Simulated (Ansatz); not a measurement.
# Be3CoN: relaxing a made-up structure, part 2 of 2

This structure for Be3CoN is made up. Its elements were placed in a known structure type with a cell scaled to their sizes. What cell does the guess relax to, and how far off was it?

Ansatz 0.2.0; DFT, PBE, plane-wave PAW, files of the set soft_1, scalar-relativistic, ferromagnetic start, cell and ions relaxed at zero pressure; PAW set soft_1 (the session's first sound run).

So far: The structure; Relaxing cell and atoms. The relaxed cell has a = 3.449 Å (conventional setting).

**3. Electronic structure of the relaxed cell**

With the geometry fixed, one more self-consistent run, with a narrower smearing and the mesh shown in its input, gives the bands, and its pressure, and its forces where symmetry allows any, show how far the geometry depends on these settings.

This step: DFT, PBE, plane-wave PAW, files of the set soft_1, scalar-relativistic, ferromagnetic start, bands and density of states at the relaxed cell; PAW set soft_1 (Ansatz 0.2.0).

input.yaml reads:

```yaml
crystal:
  lattice:
    - [3.4490142361, 0.0, 0.0]
    - [0.0, 3.4490142361, 0.0]
    - [0.0, 0.0, 3.4490142361]
  atoms:
    - { symbol: Co, position: [0.5, 0.5, 0.5], spin: 0.4 }
    - { symbol: "N", position: [0.0, 0.0, 0.0] }
    - { symbol: Be, position: [0.0, 0.0, 0.5] }
    - { symbol: Be, position: [0.0, 0.5, 0.0] }
    - { symbol: Be, position: [0.5, 0.0, 0.0] }
magnetization:
  spin_polarized: true
kpoints:
  mp_grid: { grid: [10, 10, 10] }
  band_path:
    path:
      - [[0.0, 0.0, 0.0], [0.0, 0.5, 0.0], [0.5, 0.5, 0.0], [0.0, 0.0, 0.0], [0.5, 0.5, 0.5], [0.0, 0.5, 0.0]]
      - [[0.5, 0.5, 0.0], [0.5, 0.5, 0.5]]
    npoints: 13
scf:
  occupations: { method: fermi_dirac, width: 0.03 }
  n_extra_bands: 10
hamiltonian:
  xc: pbe
  pseudopotentials: { kind: paw, azcp: { folder: soft_1 } }
output:
  forces: true
  stress: true
  write_bands: true
  dos: { projected: true }
  write_density: true
  write_potential: true
  elf: true
  volumetric_format: npy
```

The run is started by

```bash
> ansatz run input.yaml --threads 4 --pin off --max-ram 8192MiB --backend cpu --events-out ev --progress --plain --runs-dir out
```

Numbers of over 12 decimals in the logs are rounded to 6 here.

The program printed:

```text
[...]
Crystal: 5 atoms, lattice volume = 41.028 Å³
Basis set: ecut = 420 eV, 799 PW (Γ), exchange–correlation on 48×48×48 points (8 copies of the dense FFT grid, shifted against one another)
Bands: 24, of which v1, the nominal top of the filled ones, is band 14 counted from 1 (13 counted from 0)
Symmetry: 48 space group operations
[...]
k-points: 56 of 1000
[...]
Starting moments: Σ|m| = 0.4 μB on 1 of 5 sites
[...]
SCF iter   1: F=—  HF=-5786.280187 eV  |F-HF|=—  |Δ(HF+E_count)|=         —  Δρ=9.44e-2 (↑9.44e-2 ↓9.06e-2)  dr2=1.07e1  dr2_m=5.79e-3  M=0.325 μB ∫|m|=0.449 μB  β_m=0.30  ethr=3.10e-3  ⟨swp⟩=5.9  Hψ=12101  notcnv=0  defer=1
[...]
SCF iter  13: F=-5788.445405 eV  HF=-5788.445405 eV  |F-HF|=2.54e-9  |Δ(HF+E_count)|=   4.18e-9  Δρ=1.31e-6 (↑1.21e-6 ↓1.31e-6)  dr2=2.68e-9  dr2_m=1.64e-11  M=0.433 μB ∫|m|=0.822 μB  ethr=7.69e-11  ⟨swp⟩=9.4  Hψ=15359  notcnv=0
SCF 1 converged in 13 iterations: F = -5788.445405 eV  dr2 = 2.68e-9
[...]
NSCF: frozen V_eff on 80 k-points
SCF converged after 13 iterations
Magnetization: 0.4332 μB (14.2166 up, 13.7834 down)
Absolute magnetization: 0.8217 μB (∫|ρ↑−ρ↓|, with the PAW one-centre terms)
[...]
Per-site moments (μB) at R_I (Å): [(0.620114, 1.006014), (-0.040946, 0.711359), (-0.00966904, 0.711359), (-0.00966904, 0.711359), (-0.00966904, 0.711359)]
Free energy (F): -5788.445405 eV
[...]
Internal energy: -5788.440512 eV  (E = F + TS)
E sigma→0 (E₀):  -5788.442959 eV
Entropy (-TS):   -0.004893 eV (-0.979 meV/atom)
Fermi energy:    11.217349 eV
[...]
--- Stress (GPa, compression-positive) ---
        0.575712       0.000000       0.000000
        0.000000       0.575712       0.000000
        0.000000      -0.000000       0.575712
  P = ⅓ Tr σ = 0.5757 GPa (5.757 kbar)
--- Band table (eV; the first three rows and the last of 112) ---
  k-point 0 ↑: bands = [... 10 lower, 8.7508, 10.3235, 10.3235, 10.3235, 15.8131, 15.8131, 15.8131, 16.8162, ... 6 higher]
  k-point 1 ↑: bands = [... 10 lower, 8.8699, 10.3099, 10.3099, 10.3296, 15.0960, 15.6804, 15.6804, 16.8377, ... 6 higher]
  k-point 2 ↑: bands = [... 10 lower, 9.2042, 10.2840, 10.2840, 10.3455, 14.0323, 15.2311, 15.2311, 16.9026, ... 6 higher]
  k-point 55 ↓: bands = [... 10 lower, 8.0911, 10.9570, 10.9570, 10.9570, 11.3924, 11.3924, 13.3474, 20.3903, ... 6 higher]
```

Elapsed: 2.5 s, on 4 threads of Intel Xeon Platinum 8488C (Sapphire Rapids), shared host; peak memory 0.51 GiB; 8.7 s of CPU time.

In the SCF lines HF is the Harris–Foulkes energy and dr2 the Hartree energy of the density residual, in eV; the loop may stop once dr2 is under the threshold and the program's other checks hold. Hψ counts applications of the Hamiltonian.

This step gave:

```
free energy             : -5788.4454 eV
energy at zero smearing : -5788.4430 eV
smearing term TS        : 0.004893 eV
Fermi energy            : 11.22 eV
magnetization           : 0.4332 μB
absolute magnetization  : 0.8217 μB
site moments            : 0.6201, -0.04095, -0.009669, -0.009669, -0.009669 μB
pressure                : 0.5757 GPa
```

bands.tsv at the labelled points (eV, zero at the Fermi level; the bands that come nearest the Fermi level along the path):

| point | band_13_up | band_14_up | band_15_up | band_11_dn | band_12_dn | band_13_dn | band_14_dn | band_15_dn |
| --- | --- | --- | --- | --- | --- | --- | --- | --- |
| Γ | -0.89 | 4.60 | 4.60 | -0.53 | -0.53 | -0.53 | 4.54 | 4.54 |
| X | -0.83 | 0.32 | 2.58 | -0.60 | -0.46 | -0.40 | 0.53 | 2.51 |
| M | -0.55 | 1.79 | 1.79 | -1.44 | 0.11 | 0.31 | 1.70 | 1.70 |
| Γ | -0.89 | 4.60 | 4.60 | -0.53 | -0.53 | -0.53 | 4.54 | 4.54 |
| R | -0.57 | -0.57 | -0.57 | -0.26 | -0.26 | -0.26 | 0.18 | 0.18 |
| X | -0.83 | 0.32 | 2.58 | -0.60 | -0.46 | -0.40 | 0.53 | 2.51 |
| M | -0.55 | 1.79 | 1.79 | -1.44 | 0.11 | 0.31 | 1.70 | 1.70 |
| R | -0.57 | -0.57 | -0.57 | -0.26 | -0.26 | -0.26 | 0.18 | 0.18 |

Site moment by atom:

```
atom  site moment (μB)
 Co1             0.620
  N2            -0.041
 Be3            -0.010
 Be4            -0.010
 Be5            -0.010
```

Spin density in the ac plane at fractional y = 0.000, with atoms of N and Be within 0.2 Å of it.

Ten even steps from '0' (-4.57 × 1e-2 e/Å³) to '9' (-0.16 × 1e-2 e/Å³), each cell a mean:
```
01589999999840
35799998999974
78999988899998
99999887889999
99998877788999
99988777778899
99887777777889
99888777778899
99988877788999
99999887889999
88999888899998
45899988999975
01589999999851
00489999999730
```
Columns run along a (3.4 Å), rows up along c (3.4 Å). Atoms in or near the plane, at fractional coordinates: N at (0.00, 0.00), Be at (0.00, 0.50), Be at (0.50, 0.00).

Valence density in the ac plane at fractional y = 0.000, with atoms of N and Be within 0.2 Å of it. It is the smooth field of the valence electrons, not physical close to the nuclei.

Values in e/Å³, 14 rows by 14 columns, each cell a mean:
```
3.4 3.1 2.0 0.9 0.5 0.3 0.2 0.1 0.2 0.3 0.6 1.1 2.2 3.2
2.5 2.1 1.3 0.7 0.4 0.3 0.2 0.2 0.2 0.3 0.4 0.8 1.4 2.2
1.3 1.1 0.7 0.4 0.3 0.2 0.2 0.2 0.2 0.2 0.3 0.5 0.8 1.1
0.6 0.5 0.4 0.3 0.2 0.2 0.2 0.2 0.2 0.2 0.2 0.3 0.4 0.6
0.3 0.3 0.3 0.2 0.2 0.2 0.2 0.2 0.2 0.2 0.2 0.2 0.3 0.3
0.2 0.2 0.2 0.2 0.2 0.2 0.2 0.2 0.2 0.2 0.2 0.2 0.2 0.2
0.1 0.1 0.2 0.2 0.2 0.2 0.2 0.2 0.2 0.2 0.2 0.2 0.2 0.1
0.1 0.2 0.2 0.2 0.2 0.2 0.2 0.2 0.2 0.2 0.2 0.2 0.2 0.2
0.3 0.3 0.3 0.2 0.2 0.2 0.2 0.2 0.2 0.2 0.2 0.2 0.3 0.3
0.5 0.5 0.4 0.3 0.2 0.2 0.2 0.2 0.2 0.2 0.2 0.3 0.4 0.5
1.0 0.9 0.6 0.4 0.3 0.2 0.2 0.2 0.2 0.2 0.3 0.4 0.7 0.9
2.3 1.8 1.1 0.6 0.4 0.3 0.2 0.2 0.2 0.3 0.4 0.7 1.3 2.0
3.3 2.9 1.8 0.9 0.5 0.3 0.2 0.1 0.2 0.3 0.5 1.1 2.1 3.1
3.4 3.3 2.3 1.0 0.5 0.3 0.1 0.1 0.2 0.3 0.6 1.3 2.5 3.4
```
Columns run along a (3.4 Å), rows up along c (3.4 Å). Atoms in or near the plane, at fractional coordinates: N at (0.00, 0.00), Be at (0.00, 0.50), Be at (0.50, 0.00).

Electrostatic potential energy in the ac plane at fractional y = 0.000, with atoms of N and Be within 0.2 Å of it. With pseudopotentials it is smooth inside the atoms' cores, unlike the true potential.

Ten even steps from '0' (-38 eV) to '9' (13 eV), each cell a mean:
```
01477421257730
23688643578863
67899877789987
78899999999987
45789999999875
13589999999752
01479999999731
12589999999742
45789999999864
77899999999987
78899887889987
34788754578864
01487521358731
00377410147620
```
Columns run along a (3.4 Å; values clipped at the 3rd and 97th percentile), rows up along c (3.4 Å). Atoms in or near the plane, at fractional coordinates: N at (0.00, 0.00), Be at (0.00, 0.50), Be at (0.50, 0.00).

**4. Summary of results**

| Item | Value |
| --- | --- |
| space group, relaxed | Pm-3m |
| conventional cell | a = 3.449, b = 3.449, c = 3.449 Å; α = 90.0°, β = 90.0°, γ = 90.0° |
| volume per atom | 8.21 Å³ (guess 9.41) |
| total moment | 0.20 μB in the cell of 5 atoms |

What this shows: Be3CoN relaxes to Pm-3m with a = 3.449, b = 3.449 and c = 3.449 Å. The guessed volume was 15 % too large. The space group Pm-3m was held in the relaxation, so the end point is a stationary structure within it and may be a saddle against distortions or other arrangements. The input starts from parallel moments, and no other start was typed. Bands cross the Fermi level, so it is a metal or semimetal at this level. On the 10×10×10 mesh with the narrower smearing (relaxed on 7×7×7) the forces vanish, as symmetry may demand, and the largest stress component is 0.576 GPa, against the relaxation's thresholds of 0.015 eV/Å and 0.05 GPa. The moment goes from 0.20 to 0.43 μB between the two runs, so it isn't converged. The cutoff wasn't tested. No dispersion term is used, so weakly bound directions may come out too long. Nothing here tests whether the compound is stable against decomposition.

[Logs are printed without paths, hosts, clocks, repeated set-up lines and the standing remarks that a program may print on its own settings, such as how far it seeks lower states.]

[Hosts, paths, dates, database ids (printed as entryN), source tags and the programs' standing remarks are cut or masked in the printed files.]
